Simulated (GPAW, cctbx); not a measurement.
## Bonding in Cs2AlCuF6 as X-rays see it

Question: by how much does bonding change the X-ray structure factors of Cs2AlCuF6, how firmly does DFT give the change, and what does a routine refinement make of it?

The start was made by putting kin elements into a known structure type; the compound need not exist, or be stable, in this form. All numbers below are calculated.

## Step 1: Relax the structure

The density hangs on the geometry, so cell and atoms are relaxed first, with the symmetry held. The cutoff is set higher than for the density because stress converges slowly with plane waves.

Settings: GPAW 26.7.0, PBE, 900 eV, 3×3×3 k-points, Fermi–Dirac width 0.05 eV, BFGS to 0.03 eV/Å.

```text
cell
1.0
     0.000000000    4.483500000    4.483500000
     4.483500000    0.000000000    4.483500000
     4.483500000    4.483500000    0.000000000
Cs Cu Al F
2 1 1 6
Direct
0.750000000 0.750000000 0.750000000
0.250000000 0.250000000 0.250000000
0.500000000 0.500000000 0.500000000
0.000000000 0.000000000 0.000000000
0.780000000 0.220000000 0.220000000
0.780000000 0.220000000 0.780000000
0.220000000 0.780000000 0.220000000
0.780000000 0.780000000 0.220000000
0.220000000 0.780000000 0.780000000
0.220000000 0.220000000 0.780000000
```

```console
$ OMP_NUM_THREADS=1 mpirun -n 4 gpaw python run.py > gpaw.log
```

```text
BFGS:    0      -46.371217        1.020726
BFGS:    1      -46.475197        0.865721
BFGS:    2      -46.691645        0.491865
BFGS:    3      -46.726952        0.364982
...
BFGS:    6      -46.808909        0.256351
BFGS:    7      -46.808306        0.098249
BFGS:    8      -46.814703        0.006417
cell  6.0908 6.0908 6.0908  60.00 60.00 60.00
volume 159.778 A^3, largest force 0.007 eV/A, largest stress 0.04 GPa
```

After 8 steps the volume has changed by -11.4 % and the energy by -0.443 eV; the largest stress left is 0.04 GPa. It took 3.4 min on 4 cores of Arm Neoverse V1 (shared host), peak memory 1.7 GiB.

Relaxed structure: Fm-3m (no. 225), a = 8.6138 Å, b = 8.6138 Å, c = 8.6138 Å, α = 90.00°, β = 90.00°, γ = 90.00°.

| atom | mult. | x | y | z |
| --- | --- | --- | --- | --- |
| Cs1 | 8 | 1/4 | 1/4 | 3/4 |
| Cu1 | 4 | 1/2 | 0 | 0 |
| Al1 | 4 | 0 | 0 | 0 |
| F1 | 24 | 0.2167 | 0 | 0 |

## Step 2: Density and charge transfer

X-rays see the whole electron density, so the PAW density is rebuilt with its core regions. Subtracting spherical free atoms from the same code cancels the cores and leaves the deformation density Δρ, the part due to bonding.

Settings: PBE, 550 eV, 4×4×4 k-points, Fermi–Dirac width 0.05 eV; primitive cell of 10 atoms.

```console
$ OMP_NUM_THREADS=1 mpirun -n 4 gpaw python run.py > gpaw.log
```

```text
|iter:   1|       0s |  -48.998327 | -0.28 |       |
|iter:   2|       1s |  -48.293953 | -1.67 | -1.15 |
|iter:   3|       2s |  -46.181356 | -0.52 | -1.20 |
...
|iter:   8|       9s |  -46.212640c| -5.66 | -3.40 |
|iter:   9|      11s |  -46.212643c| -6.99 | -4.07c|
|iter:  10|      12s |  -46.212643c| -7.50c| -4.69c|
```

```text
grid (70, 70, 70)  electrons 206.000  moved by bonding 2.011 e
deformation density beyond 0.5 A of the nuclei: max 0.229, min -0.107 e/A^3
atom        x       y       z   Voronoi charge  moment
Cs1    0.7500  0.7500  0.7500      0.152       0.00
Cs2    0.2500  0.2500  0.2500      0.152       0.00
Cu3    0.5000  0.5000  0.5000      0.401       0.00
Al4    0.0000  0.0000  0.0000      0.386       0.00
F 5    0.7834  0.2166  0.2166     -0.182       0.00
F 6    0.7834  0.2166  0.7834     -0.182       0.00
F 7    0.2166  0.7834  0.2166     -0.182       0.00
F 8    0.7834  0.7834  0.2166     -0.182       0.00
F 9    0.2166  0.7834  0.7834     -0.182       0.00
F 10   0.2166  0.2166  0.7834     -0.182       0.00
mean inner potential of superposed free atoms 16.180 V
total magnetic moment 0.000 muB
```

Deformation density in a plane through the shortest contact of the Al atom at the origin, in 0.01 e/Å³ (clipped at ±99); x from -1.6 to 3.5 Å, y from 2.4 down to -2.4 Å:

```text
 -1  -1   2   5   9   4  10   3   0  -1  -2  -2  -2  -1   0   5
 -1   0   3  14   .   .   .   6   1  -1  -2  -2  -2  -1   0   3
 -2  -1   2  12   .   .  10   5   0  -1  -2  -1  -2  -2  -1  -1
 -1  -2  -1   4  16  21   9   1  -2  -1   0   0  -1  -1  -1  -2
  4   1  -4  -6  -2   0  -4  -6  -1   3   5   5   3  -1  -2  -4
  7  13   1  -8  -3   .  -7  -5   7  15   .   8   8   2  -3  -5
  .  22   6  -3   .   .   .  -1  16   .   .   .   7   2  -2  -5
  8  12   1  -8  -3   .  -7  -5   7  13   .   9   7   2  -3  -5
  4   1  -4  -6  -2   0  -4  -6  -1   3   5   5   2   0  -2  -4
 -1  -2  -1   4  16  20   9   1  -2  -1   0   0  -1  -1  -2  -2
 -2  -1   2  12   .   .   9   5   0  -1  -2  -1  -1  -2  -1   0
 -1   0   3  13   .   .   .   6   1  -1  -2  -2  -2  -1   0   3
 -1  -1   2   5   7   5   8   3   0  -1  -2  -2  -2  -1   0   5
```

Atoms in or within 0.15 Å of the plane: Al (0.0, 0.0), F (1.9, 0.0), F (0.0, -1.9), F (0.0, 1.9) Å. Dots mark points within about 0.45 Å of a nucleus; large values next to them are atomic features.

F gains most (-0.18 e) and Cu loses most (+0.40 e); F is the most electronegative element, but the order of the others doesn't follow electronegativity. Such charges fall far short of formal ones, since overlapping free atoms already put density on their neighbours. Along the shortest contact from the Al atom at the map's origin, Al–F at 1.87 Å, Δρ is +0.07 e/Å³ at the midpoint and highest, +0.22, 1.22 Å from Al (points within 0.5 Å of a nucleus left out): little sits at the middle, as in a polar contact, whose build-up shifts to the more electronegative atom. At the midpoints of other shortest contacts it is -0.02 (Cu–F, 2.44 Å), -0.04 (F–F, 2.64 Å) and -0.01 (Cs–F, 3.06 Å) e/Å³. Point values carry grid noise of about 0.01 e/Å³. The run needed 10 iterations, 23 s.

## Step 3: From the density to structure factors

The Fourier components of Δρ, added to those of the free atoms, give the static X-ray structure factors; the Mott–Bethe relation turns them into the Fourier components V of the potential that fast electrons feel.

```text
static structure factors of the conventional cell: F in electrons, V (Mott-Bethe) in volts
   h  k  l      d  |F| table  |F| free   |F| DFT   change   |V| free  |V| DFT  change %
   1  1  1  4.9732    22.013    21.904    20.732   -1.172     0.503    0.295    -41.3
   0  2  0  4.3069   176.715   177.394   176.736   -0.659     2.178    2.266      4.0
   0  2  2  3.0454   460.667   460.697   458.375   -2.322     5.838    5.992      2.6
   1  3  1  2.5972    67.553    66.886    67.468    0.582     0.460    0.431     -6.1
   2  2  2  2.4866   366.640   366.391   371.599    5.208     4.564    4.333     -5.1
   0  4  0  2.1534   589.930   588.644   592.381    3.737     7.034    6.910     -1.8
   1  3  3  1.9761    97.561    96.648    98.238    1.589     1.038    0.993     -4.3
   0  4  2  1.9261   167.924   169.124   168.088   -1.035     1.290    1.318      2.1
   2  4  2  1.7583   374.771   374.636   374.013   -0.624     3.325    3.339      0.4
   3  3  3  1.6577   118.840   118.021   119.564    1.543     1.439    1.408     -2.1
   1  5  1  1.6577     3.744     3.961     4.826    0.865     0.480    0.463     -3.5
   0  4  4  1.5227   484.302   483.548   484.081    0.534     4.868    4.859     -0.2
   1  5  3  1.4560    26.587    26.350    26.356    0.006     0.040    0.040     -0.2
   2  4  4  1.4356   167.274   167.781   167.681   -0.101     1.089    1.091      0.1
```

The largest X-ray change is +5.21 e on 222, 1.4 % of |F|. For electrons V goes as (Z − F)/g², so a change of F counts against Z − F, which is small at low angle and wherever the atoms' terms cancel: |V| of 111 moves by -41.3 % (0.50 to 0.29 V) against -5.4 % in |F|. The tabulated Hartree–Fock atoms differ from the free DFT atoms by up to 1.29 e, so the choice of reference atom matters too.

## Step 4: Which functional?

The same geometry is run with other functionals, to see whether the bonding signal is larger than the spread between approximations. Free atoms are LDA for LDA and PBE otherwise; meta-GGAs and hybrids keep PBE cores. Any other changed setting is in the row's label.

| run | ΔF 222 (e) | ΔF 040 (e) | ΔF 022 (e) | q(F) (e) | moved (e) | time |
| --- | --- | --- | --- | --- | --- | --- |
| PBE | +5.208 | +3.737 | -2.322 | -0.182 | 2.011 | 23 s |
| LDA | +4.779 | +3.224 | -2.340 | -0.180 | 1.872 | 23 s |
| r2SCAN | +5.489 | +4.127 | -2.579 | -0.196 | 2.201 | 66 s |

At the base's settings ΔF(222) spans +4.779 to +5.489 e, a spread of 14 % of the PBE value; over the three listed reflections the spread is at most 24 %, so sign and size hold across the functionals. Times are from shared hosts.

## Step 5: Refining ordinary atoms against data with bonding

Routine crystallography fits spherical atoms. To see the bias, intensities are simulated from tabulated atoms plus the DFT change ΔF, so that bonding alone can misfit (5328 reflections of the full sphere, merged to the counts below, to 0.5 Å, 0.5 % proportional noise plus counting noise, assumed isotropic U as listed, Δρ smeared by the mean U) and refined with cctbx over different ranges.

| range | data | R1 | GooF | U Cs1 (true 0.0078) | U Cu1 (true 0.0099) | U Al1 (true 0.0128) | U F1 (true 0.0141) | largest shift (Å) | Δρ max, min (e/Å³) |
| --- | --- | --- | --- | --- | --- | --- | --- | --- | --- |
| all data | 175 | 0.0033 | 1.55 | 0.0078 | 0.0099 | 0.0128 | 0.0140 | 0.0002 | 0.19, -0.16 |
| low resolution, d > 0.84 | 48 | 0.0038 | 2.48 | 0.0078 | 0.0098 | 0.0128 | 0.0140 | 0.0007 | 0.12, -0.11 |
| high order, d < 0.75 | 113 | 0.0028 | 1.02 | 0.0078 | 0.0099 | 0.0127 | 0.0140 | 0.0008 | 0.15, -0.12 |
| occupancies free, d > 0.7 | 74 | 0.0029 | 1.65 | 0.0078 | 0.0099 | 0.0127 | 0.0151 | 0.0002 | 0.12, -0.10 |

With all data GooF is 1.55, so the misfit of spherical atoms stands above the noise; the top residual peak lies 0.64 Å from F and 1.22 Å from Al. No U is off by more than 3 s.u. at low resolution. With Cs1 held at 1 and the scale free, the other occupancies refine to Cu1 1.001(0.002), Al1 0.994(0.005) and F1 1.024(0.004), on sites that are all full: they absorb part of the misfit, and only ratios to the fixed site mean anything.

## Step 6: Answer

Bonding moves 2.01 e in the primitive cell of Cs2AlCuF6 and changes the structure factors of the conventional cell in the table above by at most 5.21 e (222, 1.4 %), and among reflections above 2 % of the strongest by up to 5.4 % (111). The shortest bond, Al–F, has Δρ = +0.07 e/Å³ at its midpoint, low for a shared bond; with the charge transfer this is a polar contact. At the base's settings ΔF(222) spans +4.779 to +5.489 e, a spread of 14 % of the PBE value; over the three listed reflections the spread is at most 24 %, so sign and size hold across the functionals. With all data GooF is 1.55, so the misfit of spherical atoms stands above the noise. Limits: static density, frozen cores, no spin–orbit coupling; no Hubbard U on Cu.

[Outputs are excerpts: Python notices, other lines and further rows are left out; steps that failed or that the build refused (PBEsol, TPSS) are not shown.]

[Logs are printed without paths, hosts, clocks, repeated set-up lines and the standing remarks that a program may print on its own settings, such as how far it seeks lower states.]
